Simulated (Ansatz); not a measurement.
In doubt: masses and optical values from hybrid runs of this build are listed as unsure (in some of the runs), which bears on the screening that GW takes from such a start.

The crystal is SnO2 (Pnnm).

Symmetry: Pnnm, No. 58, orthorhombic system. The conventional cell has a = 4.788 Å, b = 4.867 Å, c = 3.241 Å, α = 90.00°, β = 90.00°, γ = 90.00°. Sn has 6 O at 2.09 to 2.10 Å nearest. Nearest to O lie 3 Sn at 2.09 to 2.10 Å. Farther neighbours and most contacts between anions are not listed.

```xyz
6
Lattice="4.7880 0.0000 0.0000 0.0000 4.8666 0.0000 0.0000 0.0000 3.2409" Properties=species:S:1:pos:R:3 pbc="T T T"
Sn    2.3940    2.4333    1.6204
Sn    0.0000    0.0000    0.0000
O     1.3974    1.5624    0.0000
O     3.7914    0.8709    1.6204
O     0.9966    3.9957    1.6204
O     3.3906    3.3042    0.0000
```

The cell and positions are those that the Materials Project relaxed with its own functionals (PBE, PBE+U or r2SCAN), kept fixed. This is not the form that SnO2 usually takes at ambient conditions.

Gaps computed with Ansatz 0.2.0 without a self-energy: HSE06 2.43 eV, r2SCAN 1.41 eV and PBE0 3.14 eV.

Q: Estimate the G0W0@HSE06 gap with 4×4×6 mesh, 277 empty bands, screening to 138 eV, PAW set soft_1 files.

About 2.96 eV: on its mesh the run moves the gap from 2.42 eV by +0.53 eV. Among the scalar-relativistic levels given, PBE0 is nearest (+0.18 eV). Bands and cutoff are finite, so the gap is not at the basis limit. The miss can reach some tenths of an eV and take either sign; the mesh is an error of its own. The many-body steps are scalar-relativistic: spin-orbit coupling is not in them.

[Paths, hosts, dates, memory and timing lines, banners, echoed tables and standing remarks are left out of the program output.]

[Logs are printed without paths, hosts, clocks, repeated set-up lines and the standing remarks that a program may print on its own settings, such as how far it seeks lower states.]

[Runs of the session that timed out or met a known fault of the program may be left out.]

[Cells called generated may have been cut or substituted from an entry of the Crystallography Open Database or the Materials Project.]

[Hosts, paths, dates, database ids (printed as entryN), source tags and the programs' standing remarks are cut or masked in the printed files.]
